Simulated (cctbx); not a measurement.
# What is wrong with this refinement?

Cell a = 20.9320 Å, b = 5.7180 Å, c = 14.7150 Å, α = 90.00°, β = 126.31°, γ = 90.00°; space group C2/c (no. 15).

Simulated single-crystal data (cctbx): Mo Kα, λ = 0.71073 Å, to d = 0.75 Å, 70 % of the full sphere, strongest reflection 40000 counts, noise from counting, a 2 % proportional error and a noise floor of 2 counts (s.d.); no absorption, and some extinction, which the refinements don't model.

An anisotropic refinement with weights 1/σ² prints:

```text
Rint 0.018, 1740 unique reflections to 0.75 A
cycle     R1     wR2    GooF  max shift (A)
   1  0.0696  0.1656   6.663   0.01329
   4  0.0543  0.1233   4.961   0.00016
final R1 0.0543 wR2 0.1233 GooF 4.961  parameters 77  data/parameter 22.6
atom        x        y        z      Ueq    occ   su(xyz)  su(Uiso or U11)
Re1    0.02720  0.87716  0.42213   0.0075  1.000  0.00012  0.0003
Re2    0.26456  0.92237  0.78614   0.0090  1.000  0.00013  0.0004
Gd1    0.08255  0.61304  0.66024   0.0075  1.000  0.00015  0.0004
Gd2    0.11569  0.36094  0.45349   0.0096  1.000  0.00015  0.0004
Gd3    0.16154  0.87089  0.36192   0.0085  1.000  0.00015  0.0004
Si1    0.77503  0.38028  0.11200   0.0192  1.000  0.00106  0.0026
Si2    0.82335  0.22715  0.42638   0.0145  1.000  0.00103  0.0024
Si3    0.11358  0.10997  0.62343   0.0175  1.000  0.00106  0.0025
Si4    0.00000  0.64406  0.25000   0.0264  1.000  0.00170  0.0048
difference map: max 46.81 min -2.62 rms 0.92
Q1    0.0000  0.1117  0.2500    4   48.26  2.61 A from Re1
Q2    0.0000  0.3523  0.7500    4    2.35  0.02 A from Si4
Q3    0.1583  0.1179  0.8633    8    2.18  0.10 A from Gd3
Q4    0.2489  0.0937  0.2731    8    1.80  0.28 A from Re2
Q5    0.0217  0.2605  0.3106    8    1.78  1.93 A from Gd2
Q6    0.0730  0.3747  0.1542    8    1.75  0.18 A from Gd1
```

Q: Accept it or mend it, and why?

Mend it. The fault: an atom left out, Si at (0, 0.1114, 1/4). Against the right model at the same level, R1 goes from 0.0101 to 0.0543 and GooF from 0.95 to 4.96 and the top difference peak, 48.3 e/Å³, lies 2.61 Å from Re1. Q1 is the missing atom. With scattering power missing, scale and phases suffer, so peaks may also grow on the heavy atoms.

The compound is Gd3Re2Si4. The right model at the same level gives:

```text
Rint 0.018, 1740 unique reflections to 0.75 A
cycle     R1     wR2    GooF  max shift (A)
   1  0.0427  0.1129   4.549   0.01397
   3  0.0101  0.0235   0.947   0.00043
final R1 0.0101 wR2 0.0235 GooF 0.947  parameters 82  data/parameter 21.2
atom        x        y        z      Ueq    occ   su(xyz)  su(Uiso or U11)
Re1    0.02719  0.87717  0.42209   0.0079  1.000  0.00002  0.0001
Re2    0.26450  0.92238  0.78609   0.0095  1.000  0.00002  0.0001
Gd1    0.08251  0.61317  0.66021   0.0079  1.000  0.00003  0.0001
Gd2    0.11569  0.36097  0.45350   0.0100  1.000  0.00003  0.0001
Gd3    0.16150  0.87094  0.36189   0.0086  1.000  0.00003  0.0001
Si1    0.77488  0.38023  0.11157   0.0195  1.000  0.00020  0.0005
Si2    0.82343  0.22704  0.42626   0.0143  1.000  0.00020  0.0005
Si3    0.11337  0.11003  0.62353   0.0178  1.000  0.00020  0.0005
Si4    0.00000  0.64412  0.25000   0.0220  1.000  0.00030  0.0008
Si5    0.00000  0.11141  0.25000   0.0116  1.000  0.00024  0.0007
difference map: max 0.77 min -0.79 rms 0.21
Q1    0.0161  0.0005  0.1768    8    0.78  1.37 A from Re1
Q2    0.0000  0.3867  0.2500    4    0.75  1.47 A from Si4
Q3    0.1393  0.5074  0.3535    8    0.74  1.71 A from Si1
Q4    0.1359  0.1657  0.2801    8    0.71  1.90 A from Gd1
Q5    0.2021  0.1453  0.4031    8    0.71  1.49 A from Si1
Q6    0.1730  0.1471  0.7350    8    0.70  1.37 A from Si3
```

Isotropic U is held between 0.0001 and 1 Å² by the program, and listed peak heights are interpolated, so they can pass the grid's maximum.

The model was made for the exercise: a known structure type with other elements put in, its volume estimated, not relaxed; displacement parameters are assumed.

[Middle refinement cycles are left out of these outputs.]

[Logs are printed without paths, hosts, clocks, repeated set-up lines and the standing remarks that a program may print on its own settings, such as how far it seeks lower states.]
